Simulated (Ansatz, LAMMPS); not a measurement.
## Atom list for Ionic liquid ethylammonium Br- with Li salt, relaxed from a frame at 400 K (162 atoms)

The starting structure: 13 ethylammonium, 16 Br-, 3 Li+ placed at random, at 1.63 g/cm³; overlaps pushed apart, then 10 ps at 700 K with Joung-Cheatham ions (J. Phys. Chem. B 112, 9020 (2008)); MMFF94 bonds, angles, torsions, charges and radii (Halgren, J. Comput. Chem. 17, 490 (1996)) in harmonic and 12-6 forms; charges of ions scaled by 0.8. Snapshot after 30 ps at 400 K and fixed volume.

This is the relaxed geometry. Method: Kohn-Sham DFT, PBEsol, PAW (set soft_2), plane waves (Ansatz 0.2.0); cutoff 420 eV, Γ point, fixed occupations; density 1.63 g/cm³.

Cell vectors (Å):

```
12.449 0.000 0.000
0.000 12.449 0.000
0.000 0.000 12.449
```

Positions (Å):

```
1 C 1.659 2.304 3.592
2 C 0.856 3.545 3.876
3 N 1.337 4.719 3.104
4 H 1.608 2.056 2.518
5 H 1.222 1.451 4.138
6 H 2.714 2.421 3.889
7 H 12.246 3.407 3.609
8 H 0.870 3.829 4.942
9 H 0.570 5.449 3.137
10 H 1.540 4.495 2.101
11 H 2.234 5.117 3.492
12 C 4.813 6.357 8.554
13 C 3.405 5.861 8.338
14 N 2.787 6.490 7.142
15 H 4.836 7.452 8.672
16 H 5.474 6.092 7.712
17 H 5.231 5.915 9.470
18 H 3.379 4.768 8.199
19 H 2.759 6.099 9.198
20 H 3.268 6.206 6.246
21 H 2.881 7.537 7.182
22 H 1.767 6.220 7.089
23 C 1.328 8.690 3.995
24 C 0.716 9.088 2.673
25 N 11.714 9.355 2.839
26 H 2.384 8.405 3.872
27 H 0.792 7.822 4.416
28 H 1.273 9.519 4.718
29 H 1.171 10.001 2.258
30 H 0.809 8.294 1.916
31 H 11.246 8.461 3.137
32 H 11.292 9.681 1.927
33 H 11.583 10.101 3.576
34 C 12.386 7.059 11.288
35 C 11.645 5.756 11.468
36 N 12.384 4.653 10.796
37 H 11.814 7.899 11.716
38 H 0.106 7.276 10.220
39 H 0.921 7.018 11.782
40 H 11.552 5.486 0.083
41 H 10.624 5.797 11.051
42 H 12.062 3.703 11.114
43 H 0.939 4.690 11.111
44 H 12.339 4.748 9.749
45 C 5.741 10.166 3.550
46 C 6.420 8.876 3.947
47 N 6.476 8.750 5.422
48 H 4.705 10.198 3.927
49 H 5.711 10.256 2.453
50 H 6.281 11.040 3.947
51 H 5.866 7.994 3.585
52 H 7.456 8.818 3.575
53 H 5.522 8.860 5.848
54 H 7.082 9.510 5.836
55 H 6.897 7.828 5.716
56 C 5.688 1.319 4.920
57 C 5.640 2.776 5.314
58 N 6.783 3.519 4.739
59 H 6.587 0.820 5.320
60 H 5.683 1.207 3.824
61 H 4.809 0.792 5.320
62 H 4.731 3.280 4.949
63 H 5.669 2.888 6.411
64 H 6.811 4.510 5.063
65 H 6.761 3.520 3.674
66 H 7.708 3.111 5.032
67 C 7.264 11.663 10.631
68 C 6.125 10.915 9.976
69 N 5.747 11.559 8.694
70 H 8.124 11.783 9.950
71 H 7.624 11.126 11.522
72 H 6.954 0.227 10.935
73 H 6.399 9.870 9.751
74 H 5.218 10.884 10.602
75 H 6.572 11.535 8.032
76 H 5.482 0.124 8.829
77 H 4.966 11.040 8.218
78 C 11.687 9.077 8.091
79 C 10.440 8.370 8.559
80 N 9.568 9.258 9.370
81 H 12.271 9.468 8.942
82 H 11.449 9.913 7.413
83 H 12.308 8.355 7.540
84 H 9.834 8.003 7.715
85 H 10.674 7.496 9.183
86 H 8.800 8.678 9.802
87 H 9.177 10.014 8.765
88 H 10.078 9.700 10.178
89 C 3.982 0.512 1.424
90 C 4.548 1.005 0.117
91 N 3.507 1.655 11.740
92 H 4.763 12.428 1.989
93 H 3.138 12.271 1.259
94 H 3.638 1.351 2.046
95 H 5.359 1.735 0.281
96 H 4.940 0.170 11.966
97 H 3.113 2.519 12.187
98 H 2.744 0.958 11.532
99 H 3.931 1.955 10.822
100 C 8.472 12.424 2.747
101 C 9.694 0.545 2.072
102 N 9.799 2.014 2.257
103 H 7.555 0.477 2.393
104 H 8.531 0.065 3.844
105 H 8.399 11.354 2.498
106 H 10.618 0.107 2.481
107 H 9.693 0.350 0.990
108 H 8.918 2.511 1.935
109 H 10.612 2.342 1.681
110 H 9.938 2.256 3.268
111 C 3.795 8.215 1.058
112 C 5.142 7.777 0.535
113 N 5.428 6.354 0.857
114 H 3.595 9.255 0.756
115 H 3.747 8.140 2.157
116 H 2.996 7.582 0.641
117 H 5.215 7.858 11.889
118 H 5.972 8.373 0.946
119 H 5.447 6.163 1.880
120 H 6.336 6.062 0.433
121 H 4.663 5.731 0.481
122 C 1.510 2.006 7.711
123 C 2.123 0.726 7.199
124 N 1.489 11.983 7.808
125 H 0.442 2.084 7.453
126 H 2.032 2.868 7.272
127 H 1.602 2.083 8.807
128 H 1.991 0.625 6.109
129 H 3.199 0.684 7.434
130 H 1.675 11.908 8.848
131 H 1.879 11.113 7.380
132 H 0.451 12.011 7.696
133 C 8.966 3.032 10.768
134 C 8.977 3.524 9.343
135 N 7.770 4.343 9.071
136 H 8.953 3.867 11.488
137 H 9.850 2.402 10.957
138 H 8.070 2.421 10.966
139 H 9.851 4.159 9.116
140 H 8.998 2.692 8.622
141 H 6.902 3.755 9.133
142 H 7.812 4.790 8.121
143 H 7.704 5.150 9.758
144 Br 11.929 11.786 5.031
145 Br 10.913 0.224 9.020
146 Br 2.719 4.752 0.029
147 Br 12.202 5.351 7.504
148 Br 8.294 11.090 6.747
149 Br 8.113 6.098 6.321
150 Br 9.843 2.617 5.566
151 Br 4.218 5.929 4.209
152 Br 7.805 6.980 10.961
153 Br 2.007 11.354 10.948
154 Br 5.117 2.321 8.989
155 Br 6.936 3.439 1.519
156 Br 10.670 10.362 12.318
157 Br 3.667 9.673 6.945
158 Br 10.954 6.203 3.451
159 Br 12.286 1.951 0.125
160 Li 12.061 12.192 11.287
161 Li 10.268 0.286 6.593
162 Li 10.402 5.162 5.682
```

Q: Give the Löwdin charge of every atom.

Charges in e, in the order of the atoms, ten a line:

```
-0.475 -0.164 -0.350 +0.193 +0.209 +0.176 +0.196 +0.202 +0.299 +0.315
+0.300 -0.479 -0.169 -0.350 +0.195 +0.187 +0.207 +0.207 +0.205 +0.301
+0.307 +0.301 -0.481 -0.170 -0.347 +0.194 +0.187 +0.201 +0.213 +0.199
+0.310 +0.306 +0.303 -0.479 -0.173 -0.347 +0.212 +0.182 +0.187 +0.214
+0.200 +0.313 +0.302 +0.303 -0.477 -0.170 -0.344 +0.203 +0.194 +0.194
+0.189 +0.213 +0.304 +0.295 +0.304 -0.477 -0.172 -0.346 +0.191 +0.184
+0.203 +0.195 +0.196 +0.320 +0.290 +0.295 -0.483 -0.175 -0.351 +0.195
+0.217 +0.190 +0.202 +0.201 +0.294 +0.294 +0.303 -0.481 -0.162 -0.338
+0.188 +0.191 +0.201 +0.206 +0.191 +0.308 +0.310 +0.309 -0.468 -0.166
-0.344 +0.191 +0.199 +0.190 +0.206 +0.180 +0.306 +0.300 +0.301 -0.478
-0.169 -0.347 +0.184 +0.187 +0.202 +0.205 +0.205 +0.298 +0.312 +0.301
-0.478 -0.170 -0.338 +0.212 +0.179 +0.194 +0.215 +0.200 +0.333 +0.343
+0.309 -0.472 -0.165 -0.335 +0.204 +0.196 +0.191 +0.199 +0.187 +0.293
+0.318 +0.313 -0.482 -0.168 -0.348 +0.193 +0.202 +0.192 +0.189 +0.208
+0.301 +0.300 +0.292 -0.638 -0.639 -0.565 -0.599 -0.547 -0.560 -0.563
-0.619 -0.630 -0.601 -0.583 -0.623 -0.604 -0.579 -0.605 -0.616 +0.611
+0.611 +0.615
```

Forces are small here, 0.0071 eV/Å r.m.s. The Löwdin charges lack the electrons that the projection spills, 0.025 e an atom on average.

[Logs are printed without paths, hosts, clocks, repeated set-up lines and the standing remarks that a program may print on its own settings, such as how far it seeks lower states.]

[Hosts, paths, dates, database ids (printed as entryN), source tags and the programs' standing remarks are cut or masked in the printed files.]

[The MMFF94 radii named for the starting cell were scaled by 0.96; in molecules described by MMFF94, hydrogen bound to N, O or S took a small fixed 12-6 site in their place.]
